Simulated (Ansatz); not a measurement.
## SiTe (built on the sites of a database entry of SnTe): Grüneisen parameters

Does SiTe (built on the sites of a database entry of SnTe) expand much on heating, by its phonons?

Calculated with Ansatz 0.2.0; DFT LDA, scalar-relativistic, plane waves, norm-conserving pseudopotentials.

Report form: the programs' logs are mostly left out.

The structure was built from a prototype and need not be the compound's stable phase.

### 1. The starting structure

Symmetry: F-43m, No. 216, cubic system. Conventional cell: a = 6.378 Å, b = 6.378 Å, c = 6.378 Å, α = 90.00°, β = 90.00°, γ = 90.00°. Nearest to Si lie 4 Te at 2.76 Å. Te has 4 Si at 2.76 Å nearest. Farther neighbours and most contacts between anions are not listed.

### 2. Response at finite wavevector

The cell comes from relaxations at this level that are not shown. Stability and thermal properties need the whole zone. Linear response on a 2×2×2 q mesh gives force constants as far as a supercell of that size would.

Input file input.yaml:

```yaml
crystal:
  lattice:
    - [0.0, 3.1888223209, 3.1888223209]
    - [3.1888223209, 0.0, 3.1888223209]
    - [3.1888223209, 3.1888223209, 0.0]
  atoms:
    - { symbol: Si, position: [0.0, 0.0, 0.0] }
    - { symbol: Te, position: [0.75, 0.75, 0.75] }
kpoints:
  mp_grid: { grid: [10, 10, 10] }
hamiltonian:
  xc: lda
  pseudopotentials: { kind: nc }
scf:
  occupations: { method: methfessel_paxton, width: 0.15 }
output:
  eigenvalues: true
phonons:
  method: dfpt
  qmesh: [2, 2, 2]
  temperatures: { t_max: 1000, t_step: 50 }
  qpath:
    path:
      - [[0.0, 0.0, 0.0], [-0.5, -0.5, 0.0], [-0.375, -0.375, 0.25]]
      - [[-0.375, 0.0, 0.375], [0.0, 0.0, 0.0], [0.0, 0.0, 0.5], [-0.5, -0.25, 0.25], [-0.5, -0.5, 0.0]]
    npoints: 10
```

Run with:

```
> ansatz run input.yaml --threads 4 --pin off --max-ram 7168MiB --backend cpu --events-out ev --progress --plain --runs-dir out
```

It took 1.8 min on 4 threads of Arm Neoverse V1, shared host; peak memory 2.1 GiB; 7 min of CPU time.

This step gave:

```
volume per atom                                         : 32.43 Å³
gap on the k-mesh                                       : 0 eV
sum-rule residual before enforcement                    : 9.73e-5 eV/Å²
lowest frequency on the path                            : -51.49 cm⁻¹
point group                                             : -43m
highest frequency on the path or at a solved wavevector : 212.6 cm⁻¹
highest optical mode at the zone centre (no LO-TO term) : 198.9 cm⁻¹
lowest optical zone-centre mode                         : 198.9 cm⁻¹
lowest mode on the q mesh (acoustic modes at Γ apart)   : -42.58 cm⁻¹
```

Frequencies (cm⁻¹) solved at each irreducible wavevector; negative means imaginary. Frequencies by wavevector, by row:

```tsv
q in reciprocal lattice units	star	mode 1	mode 2	mode 3	mode 4	mode 5	mode 6
0 0 0	1	0	0	0	198.9	198.9	198.9
0 0 -0.5	4	-26.5	-26.5	14.6	173.4	173.4	212.6
0 -0.5 -0.5	3	-42.6	-42.6	67	124	124	148.6
```

Symmetry leaves 3 wavevectors to solve. The lowest mode among them, the acoustic zeros apart, lies at q = (0, -0.5, -0.5) and is imaginary, 42.6i cm⁻¹, so the energy falls along it. Between them the interpolated path dips to 51i cm⁻¹.

### 3. Relaxing at another volume, volume ratio 0.97

The volume is scaled by 0.97 and held; symmetry leaves nothing to relax, so this is a single point. The modes can then be followed against volume.

input.yaml, the sections that differ from step 2:

```yaml
crystal:
  lattice:
    - [0.0, 3.156609792, 3.156609792]
    - [3.156609792, 0.0, 3.156609792]
    - [3.156609792, 3.156609792, 0.0]
  atoms:
    - { symbol: Si, position: [0.0, 0.0, 0.0] }
    - { symbol: Te, position: [0.75, 0.75, 0.75] }
output:
  forces: true
  stress: true
  eigenvalues: true
# kpoints, hamiltonian, scf: as in step 2
# phonons: removed
```

The job ended after 3.1 s (4 threads; peak memory 0.44 GiB; 12 s of CPU time).

Numbers from this step:

| Item | Value |
| --- | --- |
| pressure | 1.084 GPa |
| volume per atom | 31.45 Å³ |

The run ends at a pressure of 1.08 GPa.

### 4. Phonons at the other volume, volume ratio 0.97

The phonons are repeated at this volume on the same k and q meshes.

input.yaml, the sections that differ from step 3:

```yaml
output:
  eigenvalues: true
phonons:
  method: dfpt
  qmesh: [2, 2, 2]
  temperatures: { t_max: 1000, t_step: 50 }
  qpath:
    path:
      - [[0.0, 0.0, 0.0], [-0.5, -0.5, 0.0], [-0.375, -0.375, 0.25]]
      - [[-0.375, 0.0, 0.375], [0.0, 0.0, 0.0], [0.0, 0.0, 0.5], [-0.5, -0.25, 0.25], [-0.5, -0.5, 0.0]]
    npoints: 10
# crystal, kpoints, hamiltonian, scf: as in step 3
```

It took 97 s on 4 threads; peak memory 2 GiB.

This step gave:

```yaml
sum_rule_residual_before_enforcement: 1.25e-4 eV/Å²
lowest_frequency_on_the_path: -55.77 cm⁻¹
highest_frequency_on_the_path_or_at_a_solved_wavevector: 219.2 cm⁻¹
highest_optical_mode_at_the_zone_centre_no_lo_to_term: 207.5 cm⁻¹
lowest_optical_zone_centre_mode: 207.5 cm⁻¹
lowest_mode_on_the_q_mesh_acoustic_modes_at_gamma_apart: -46.99 cm⁻¹
```

Frequencies (cm⁻¹) solved at each irreducible wavevector; negative means imaginary. Frequencies by wavevector, by row:

```tsv
q in reciprocal lattice units	star	mode 1	mode 2	mode 3	mode 4	mode 5	mode 6
0 0 0	1	0	0	0	207.5	207.5	207.5
0 0 -0.5	4	-31.1	-31.1	-9.1	179.9	179.9	219.2
0 -0.5 -0.5	3	-47	-47	67.2	132	132	155.9
```

The highest optical mode at the zone centre (no LO-TO term) is 207.5 cm⁻¹, +8.6 cm⁻¹ against the base run.

### 5. Relaxing at another volume, volume ratio 1.03

The volume is scaled by 1.03 and held; symmetry leaves nothing to relax, so this is a single point. The modes can then be followed against volume.

input.yaml, the sections that differ from step 4:

```yaml
crystal:
  lattice:
    - [0.0, 3.2203968725, 3.2203968725]
    - [3.2203968725, 0.0, 3.2203968725]
    - [3.2203968725, 3.2203968725, 0.0]
  atoms:
    - { symbol: Si, position: [0.0, 0.0, 0.0] }
    - { symbol: Te, position: [0.75, 0.75, 0.75] }
output:
  forces: true
  stress: true
  eigenvalues: true
# kpoints, hamiltonian, scf: as in step 4
# phonons: removed
```

Run time: 3.8 s. Hardware: 4 threads; peak memory 0.45 GiB.

This step gave:

```yaml
pressure: -0.9368 GPa
volume_per_atom: 33.40 Å³
```

The run ends at a pressure of -0.94 GPa.

### 6. Phonons at the other volume, volume ratio 1.03

input.yaml, the sections that differ from step 5:

```yaml
output:
  eigenvalues: true
phonons:
  method: dfpt
  qmesh: [2, 2, 2]
  temperatures: { t_max: 1000, t_step: 50 }
  qpath:
    path:
      - [[0.0, 0.0, 0.0], [-0.5, -0.5, 0.0], [-0.375, -0.375, 0.25]]
      - [[-0.375, 0.0, 0.375], [0.0, 0.0, 0.0], [0.0, 0.0, 0.5], [-0.5, -0.25, 0.25], [-0.5, -0.5, 0.0]]
    npoints: 10
# crystal, kpoints, hamiltonian, scf: as in step 5
```

The job ended after 1.8 min (4 threads; peak memory 2.1 GiB; 7.2 min of CPU time).

Numbers from this step:

| Item | Value |
| --- | --- |
| lowest frequency on the path | -48.54 cm⁻¹ |
| highest frequency on the path or at a solved wavevector | 206.2 cm⁻¹ |
| highest optical mode at the zone centre (no LO-TO term) | 190.4 cm⁻¹ |
| lowest optical zone-centre mode | 190.4 cm⁻¹ |
| lowest mode on the q mesh (acoustic modes at Γ apart) | -40.96 cm⁻¹ |

The highest optical mode at the zone centre (no LO-TO term) is 190.4 cm⁻¹, -8.5 cm⁻¹ against the base run.

### 7. Grüneisen parameters

The Grüneisen parameter of a mode is minus the logarithmic change of its frequency with volume, −d ln ω / d ln V; weighted by heat capacity it gives the expansion.

Numbers from this step:

| Quantity | Value |
| --- | --- |
| bulk modulus | 33.7 GPa |

Phonon branches along the path, in cm⁻¹:

```tsv
point	branch 1	branch 2	branch 3	branch 4	branch 5	branch 6
Γ	0	0	0	199	199	199
halfway	-23	-23	56	176	176	184
X	-43	-43	67	124	124	149
halfway	-44	-42	61	127	134	152
U	-44	-39	50	136	153	160
jump to K	-44	-39	50	136	153	160
halfway	-30	-17	49	178	183	194
Γ	0	0	0	199	199	199
halfway	-20	-20	47	187	187	201
L	-26	-26	15	173	173	213
halfway	-42	-30	36	156	163	188
W	-52	-29	48	144	147	155
halfway	-48	-37	57	135	135	153
X	-43	-43	67	124	124	149
```

The same for volume x 0.97:

```tsv
point	branch 1	branch 2	branch 3	branch 4	branch 5	branch 6
Γ	0	0	0	208	208	208
X	-47	-47	67	132	132	156
U	-50	-45	51	143	159	168
K	-50	-45	51	143	159	168
Γ	0	0	0	208	208	208
L	-31	-31	-9	180	180	219
W	-56	-41	50	152	153	163
X	-47	-47	67	132	132	156
```

The same for volume x 1.03:

```tsv
point	branch 1	branch 2	branch 3	branch 4	branch 5	branch 6
Γ	0	0	0	190	190	190
X	-41	-41	67	116	116	142
U	-40	-35	50	128	147	153
K	-40	-35	50	128	147	153
Γ	0	0	0	190	190	190
L	-21	-21	21	167	167	206
W	-48	-8	45	136	142	147
X	-41	-41	67	116	116	142
```

### 8. Outcome

```json
{
 "bulk modulus": "33.7 GPa"
}
```

What this shows: No expansion is given, because modes are imaginary at one volume or more. The highest optical mode at Γ goes from 207 to 190 cm⁻¹ as the cell grows, a Grüneisen parameter of 1.43. Branches are matched by rank, so values near crossings are rough. Where the functional closes the gap at Γ, the partly filled states at that one point of a Γ-centred mesh soften the zone-centre modes by up to a few per cent. With no gap, or one that is small against the smearing, the frequencies hang on the k mesh and the smearing, most of all near Kohn anomalies. Spin-orbit coupling is left out, which can matter for the heavy elements here. A phonon run warned that its eigensolver left some bands unconverged in a pass. The starting cell was built on a prototype and not taken from a measurement, so the phase need not exist.

[Logs are printed without paths, hosts, clocks, repeated set-up lines and the standing remarks that a program may print on its own settings, such as how far it seeks lower states.]

[Hosts, paths, dates, database ids (printed as entryN), source tags and the programs' standing remarks are cut or masked in the printed files.]
